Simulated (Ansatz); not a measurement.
# Quasi-harmonic thermodynamics of GaC (hypothetical, Pm-3m)

How much does GaC (hypothetical) expand with temperature? The compound is hypothetical: it was made by swapping elements on a known structure type.

Main program and level: Ansatz 0.2.0; DFT PBEsol, scalar-relativistic, plane waves, PAW.

Most raw output is cut from this account.

**1. The starting structure**

Symmetry: Pm-3m, No. 221, cubic system. The conventional cell has a = 3.555 Å, b = 3.555 Å, c = 3.555 Å, α = 90.00°, β = 90.00°, γ = 90.00°. Ga has 8 C at 3.08 Å nearest. Nearest to C lie 8 Ga at 3.08 Å. Farther neighbours are not listed.

Structure file:

```cif
data_structure
_symmetry_space_group_name_H-M 'P 1'
_symmetry_Int_Tables_number 1
_cell_length_a 3.5555
_cell_length_b 3.5555
_cell_length_c 3.5555
_cell_angle_alpha 90.000
_cell_angle_beta 90.000
_cell_angle_gamma 90.000
_cell_volume 44.95
loop_
_atom_site_label
_atom_site_type_symbol
_atom_site_fract_x
_atom_site_fract_y
_atom_site_fract_z
_atom_site_occupancy
Ga1 Ga 0.00000 0.00000 0.00000 1
C2 C 0.50000 0.50000 0.50000 1
```

**2. A first coarse run**

Before spending time, one coarse run tells the gap and the pressure of the starting cell.

input.yaml reads:

```yaml
crystal:
  lattice:
    - [3.55547, 0.0, 0.0]
    - [0.0, 3.55547, 0.0]
    - [0.0, 0.0, 3.55547]
  atoms:
    - { symbol: Ga, position: [0.0, 0.0, 0.0] }
    - { symbol: C, position: [0.5, 0.5, 0.5] }
kpoints:
  mp_grid: { grid: [6, 6, 6] }
hamiltonian:
  xc: pbesol
scf:
  occupations: { method: gaussian, width: 0.1 }
output:
  forces: true
  stress: true
  eigenvalues: true
```

Started as:

```bash
$ ansatz run input.yaml --threads 4 --pin off --max-ram 8192MiB --backend cpu --events-out ev --progress --plain --runs-dir out
```

Run time: 0.33 s. Hardware: 4 threads of Arm Neoverse V2, shared host; peak memory 0.28 GiB.

Numbers from this step:

```yaml
pressure: -17.32 GPa
volume_per_atom: 22.47 Å³
gap_on_the_k_mesh: 0 eV
```

The start is under -17 GPa at this level and looks like a metal on this mesh.

**3. A loose first relaxation**

The start is far from rest, so a relaxation with loose thresholds first brings it near the minimum.

Edit input.yaml of step 2 so:

```diff
@@ -18 +18,6 @@
   eigenvalues: true
+relax:
+  adjacent_minimum: "off"
+  f_tol: 0.05
+  max_steps: 80
+  cell: { stress_tol: 0.5 }
```

Run time: 2.2 s. Hardware: 4 threads; peak memory 0.3 GiB.

The steps of the relaxation:

```csv
step,energy less that of the first step (eV),largest force component (eV/Å),pressure (GPa),volume (Å³)
1,0.0000,0.0000,-17.32,44.95
2,-0.7335,0.0000,-19.97,38.69
3,-1.4614,0.0000,-20.62,33.04
4,-2.1102,0.0000,-19.75,27.97
5,-2.5657,0.0000,-9.23,23.34
6,-2.5983,0.0000,8.41,20.39
7,-2.6248,0.0000,-0.08,21.53
8*,-2.6203,0.0000,-0.32,21.53
```

Relaxation steps marked * repeat the geometry before them on a plane-wave basis chosen anew for their cell, so energy and pressure can jump there.

The run keeps the 48 symmetry operations that it works with, so distortions that break them were not tested.

```csv
cell as run,before,after,change
a (Å),3.555,2.782,-21.8 %
b (Å),3.555,2.782,-21.8 %
c (Å),3.555,2.782,-21.8 %
volume (Å³/atom),22.47,10.76,-52.1 %
```

The relaxed structure:

```
Ga C
1.0
     2.78182    0.00000    0.00000
     0.00000    2.78182    0.00000
     0.00000    0.00000    2.78182
Ga C
1 1
Direct
  0.00000 0.00000 0.00000
  0.50000 0.50000 0.50000
```

Numbers from this step:

* pressure: -0.3238 GPa
* volume per atom: 10.76 Å³

The relaxation ends with a pressure of -0.32 GPa.

**4. Relaxation**

The vibrations must be taken about the equilibrium of this functional, not about the starting cell, so the structure is relaxed.

input.yaml, the sections that differ from step 3:

```yaml
crystal:
  lattice:
    - [2.7818150682, 0.0, 0.0]
    - [0.0, 2.7818150682, 0.0]
    - [0.0, 0.0, 2.7818150682]
  atoms:
    - { symbol: Ga, position: [0.0, 0.0, 0.0] }
    - { symbol: C, position: [0.5, 0.5, 0.5] }
kpoints:
  mp_grid: { grid: [16, 16, 16] }
relax:
  adjacent_minimum: "off"
  f_tol: 0.005
  max_steps: 80
  cell: { stress_tol: 0.05 }
# hamiltonian, scf, output: as in step 3
```

The job ended after 2.8 s (4 threads; peak memory 0.35 GiB; 9.7 s of CPU time).

Step by step:

```csv
step,energy less that of the first step (eV),largest force component (eV/Å),pressure (GPa),volume (Å³)
1,0.0000,0.0000,-1.48,21.53
2,-0.0013,0.0000,-0.30,21.35
3,-0.0014,0.0000,0.01,21.30
4*,-0.0010,0.0000,-0.01,21.30
```

Relaxation steps marked * repeat the geometry before them on a plane-wave basis chosen anew for their cell, so energy and pressure can jump there.

The run keeps the 48 symmetry operations that it works with, so distortions that break them were not tested.

```csv
"conventional cell, symmetrised",before,after,change
a (Å),2.782,2.772,-0.3 %
b (Å),2.782,2.772,-0.3 %
c (Å),2.782,2.772,-0.3 %
volume (Å³/atom),10.76,10.65,-1.0 %
```

The relaxed structure:

```xyz
2
Lattice="2.7722 0.0000 0.0000 0.0000 2.7722 0.0000 0.0000 0.0000 2.7722" Properties=species:S:1:pos:R:3 pbc="T T T"
Ga    0.0000    0.0000    0.0000
C     1.3861    1.3861    1.3861
```

Numbers from this step:

| Quantity | Value |
| --- | --- |
| pressure | -0.01158 GPa |
| volume per atom | 10.65 Å³ |

The relaxation ends with a pressure of -0.01 GPa.

**5. Relaxing to small residual forces and stress**

The relaxation is repeated with tighter thresholds on force and stress, since phonons are sensitive to what is left; a change of mesh or smearing in the input moves the cell too.

input.yaml, the sections that differ from step 4:

```yaml
crystal:
  lattice:
    - [2.7722020432, 0.0, 0.0]
    - [0.0, 2.7722020432, 0.0]
    - [0.0, 0.0, 2.7722020432]
  atoms:
    - { symbol: Ga, position: [0.0, 0.0, 0.0] }
    - { symbol: C, position: [0.5, 0.5, 0.5] }
scf:
  occupations: { method: methfessel_paxton, width: 0.15 }
relax:
  adjacent_minimum: "off"
  f_tol: 0.001
  max_steps: 60
  cell: { stress_tol: 0.01 }
# kpoints, hamiltonian, output: as in step 4
```

The job ended after 2 s (4 threads; peak memory 0.35 GiB).

Little changed from the start: no atom moved by 0.005 Å and no cell edge by 0.1 %.

This step gave:

* pressure: -0.007166 GPa

The residual pressure is -0.0072 GPa, small enough for phonons.

**6. The quasi-harmonic study, q-mesh 2×2×2**

Thermal expansion follows from how the free energy of the vibrations (and of the electrons in a metal) changes with strain, so the program makes strained cells, their phonons and a fit in one run.

input.yaml, the sections that differ from step 5:

```yaml
crystal:
  lattice:
    - [2.7720378472, 0.0, 0.0]
    - [0.0, 2.7720378472, 0.0]
    - [0.0, 0.0, 2.7720378472]
  atoms:
    - { symbol: Ga, position: [0.0, 0.0, 0.0] }
    - { symbol: C, position: [0.5, 0.5, 0.5] }
output:
  eigenvalues: true
phonons:
  method: dfpt
  qmesh: [2, 2, 2]
  temperatures: { t_max: 1200.0, t_step: 50 }
  thermal_expansion: {}
# kpoints, hamiltonian, scf: as in step 5
# relax: removed
```

The job ended after 56 s (4 threads; peak memory 0.94 GiB).

The run ended with an error.

The program's message: “vibrations stand at or below zero in cell 4 (3.000 modes a cell, the lowest at -452.5 cm⁻¹): the crystal is at no minimum there, or its k-points are too few: type the crystal that it becomes, another …”

**7. The quasi-harmonic study, q-mesh 4×4×4**

Edit input.yaml of step 6 so:

```diff
@@ -18,3 +18,3 @@
   method: dfpt
-  qmesh: [2, 2, 2]
+  qmesh: [4, 4, 4]
   temperatures: { t_max: 1200.0, t_step: 50 }
```

Wall time 4.6 min (4 threads); peak memory 2.1 GiB.

The run ended with an error.

The program's message: “vibrations stand at or below zero in cell 4 (3.000 modes a cell, the lowest at -560.0 cm⁻¹): the crystal is at no minimum there, or its k-points are too few: type the crystal that it becomes, another …”

**8. Phonons of the refused cell**

The study refused this cell, so its phonons are run alone to see which modes are imaginary.

input.yaml, the sections that differ from step 7:

```yaml
phonons:
  method: dfpt
  qmesh: [4, 4, 4]
  temperatures: { t_max: 1000, t_step: 50 }
  qpath:
    path:
      - [[0.0, 0.0, 0.0], [0.0, 0.5, 0.0], [0.5, 0.5, 0.0], [0.0, 0.0, 0.0], [0.5, 0.5, 0.5], [0.0, 0.5, 0.0]]
      - [[0.5, 0.5, 0.5], [0.5, 0.5, 0.0]]
    npoints: 10
# crystal, kpoints, hamiltonian, scf, output: as in step 7
```

It took 2.9 min on 4 threads; peak memory 1.9 GiB.

This step gave:

- Γ frequencies: -137.4, -137.4, -137.4, 0, 0, 0 cm⁻¹ (negative: imaginary)
- lowest frequency on the path: -564.1 cm⁻¹
- point group: m-3m
- highest frequency: 240.1 cm⁻¹

No LO-TO term. Phonon branches along the path, in cm⁻¹:

```csv
point,branch 1,branch 2,branch 3,branch 4,branch 5,branch 6
Γ,-137,-137,-137,0,0,0
halfway,-191,-191,-165,-51,-51,139
X,-328,-328,-71,-71,182,239
halfway,-425,-314,-98,115,192,234
M,-452,-114,178,178,201,201
halfway,-347,-273,-194,-78,121,133
Γ,-137,-137,-137,0,0,0
halfway,-357,-233,-233,115,115,117
R,-250,-250,-250,175,175,175
halfway,-375,-351,98,106,185,191
X,-328,-328,-71,-71,182,239
jump to R,-250,-250,-250,175,175,175
halfway,-560,88,124,124,176,176
M,-452,-114,178,178,201,201
```

Tetrahedra on 24 24 24, mean over bins of 10 cm⁻¹. Table of phonon density of states by wavenumber; read off at these points:

```csv
wavenumber (cm⁻¹),phonon density of states (1/cm⁻¹/cell)
-550.0,4.4e-4
-525.0,9.2e-4
-500.0,0.00147
-475.0,0.00239
-450.0,0.00470
-425.0,0.00448
-400.0,0.00527
-375.0,0.00699
-350.0,0.00676
-325.0,0.00798
-300.0,0.00734
-275.0,0.00879
-265.0,0.00884
-250.0,0.0067
-225.0,0.00465
-200.0,0.00536
-175.0,0.00712
-150.0,0.00529
-125.0,0.00293
-100.0,0.00755
-75.0,0.0106
-65.0,0.0116
-50.0,0.00952
-25.0,0.00511
0.0,0.00449
25.0,0.00471
50.0,0.00658
75.0,0.00945
100.0,0.0113
125.0,0.0153
150.0,0.0200
175.0,0.0370
200.0,0.00865
225.0,0.00381
```

No LO-TO term. The modes at Γ (shares of kinetic energy by element, %) (negative means imaginary):

```csv
mode,frequency (cm⁻¹),symmetry,Ga %,C %
1,-137.4,T1u,15,85
2,-137.4,T1u,15,85
3,-137.4,T1u,15,85
4,0.0,T1u,85,15
5,0.0,T1u,85,15
6,0.0,T1u,85,15
```

Displacements in mode 2 (-137.4 cm⁻¹), the largest set to 1:
```
Ga1  0.00  0.00 -0.17
C2   0.00 -0.02  1.00
```

Lowest modes at the softest wavevector of the mesh; phase exp(i q.(R + tau)). Modes at q = (0.250, 0.500, 0.500), with each element's share of the kinetic energy (negative means imaginary):

```csv
mode,frequency (cm⁻¹),Ga %,C %
1,-559.9,0,100
2,88.3,100,0
3,123.8,8,92
4,123.8,8,92
5,176.1,92,8
6,176.1,92,8
```

Displacements in mode 1 (-559.9 cm⁻¹), the largest set to 1, in the home cell:
```
Ga1  0.00  0.00  0.00
C2  -1.00  0.00  0.00
```

Displacements in mode 6 (176.1 cm⁻¹), the largest set to 1, in the home cell (x, y, z of the real part, then of the imaginary part):
```
Ga1  0.00  0.96  0.93  0.00 -0.09 -0.37
C2   0.00  0.67  0.54  0.00  0.29  0.45
```

The modes has structure finer than the step of the table below, so its rows give means over 25 cm⁻¹, whole bins alone (the curve runs from -569 to 254 cm⁻¹). Peaks (cm⁻¹: height): C -341.1: 0.00853, -273.8: 0.00931, -196.2: 0.00778, -82.4: 0.00324, 93.5: 0.00254, 140.1: 0.00468, 202.2: 0.00592; Ga -66.9: 0.0115, 176.3: 0.0303.

Phonopy on the run's constants, 21x21x21 mesh, Gaussian sigma 5.9 cm⁻¹. Table of modes by wavenumber; means over each step; values in 1/cm⁻¹/cell:

```csv
wavenumber (cm⁻¹),C,Ga
-550,4.9e-4,0
-525,9.4e-4,0
-500,0.00155,0
-475,0.00249,0
-450,0.00444,0
-425,0.00451,1.5e-6
-400,0.00506,1.0e-5
-375,0.00646,2.2e-5
-350,0.00755,2.8e-5
-325,0.00793,3.0e-5
-300,0.00729,3.2e-5
-275,0.00826,5.4e-5
-250,0.00654,5.3e-5
-225,0.00417,3.6e-5
-200,0.00696,7.9e-5
-175,0.00639,1.0e-4
-150,0.00449,1.6e-4
-125,0.00303,5.0e-4
-100,0.00269,0.00543
-75,0.00214,0.00984
-50,5.4e-4,0.00925
-25,4.0e-4,0.00389
0,1.2e-4,0.00136
25,5.2e-4,0.00377
50,0.00111,0.00648
75,0.00162,0.00838
100,0.00192,0.00972
125,0.00263,0.0121
150,0.00382,0.0170
175,0.00420,0.0261
200,0.00545,0.00554
225,0.00359,9.0e-5
```

The lowest solved frequency is -560 cm⁻¹, so the cell is unstable here and gives no valid free energy.

**9. Outcome**

- lowest frequency at the solved wavevectors: -560 cm⁻¹

What this shows: With imaginary harmonic modes at the relaxed cell the quasi-harmonic free energy is undefined, so no expansion is obtained for this phase at this level. The softest solved mode is 560i cm⁻¹ at q = (0.25, -0.5, -0.5), and 10 of 10 solved wavevectors carry a mode beyond 8i cm⁻¹. In a metal soft modes also hang on the k-mesh and the smearing, which were not converged here. The PAW files were made for PBE and are used here under another functional, for which the program regenerates the frozen cores.

[Logs are printed without paths, hosts, clocks, repeated set-up lines and the standing remarks that a program may print on its own settings, such as how far it seeks lower states.]

[Hosts, paths, dates, database ids (printed as entryN), source tags and the programs' standing remarks are cut or masked in the printed files.]

[A step with changed settings may run another functional than the one named; its input shows which.]

[Pressures of single members of a volume series are the stress at the run's cutoff; with an incomplete basis they can lie off −dE/dV of the same runs, and they are not shown converged.]
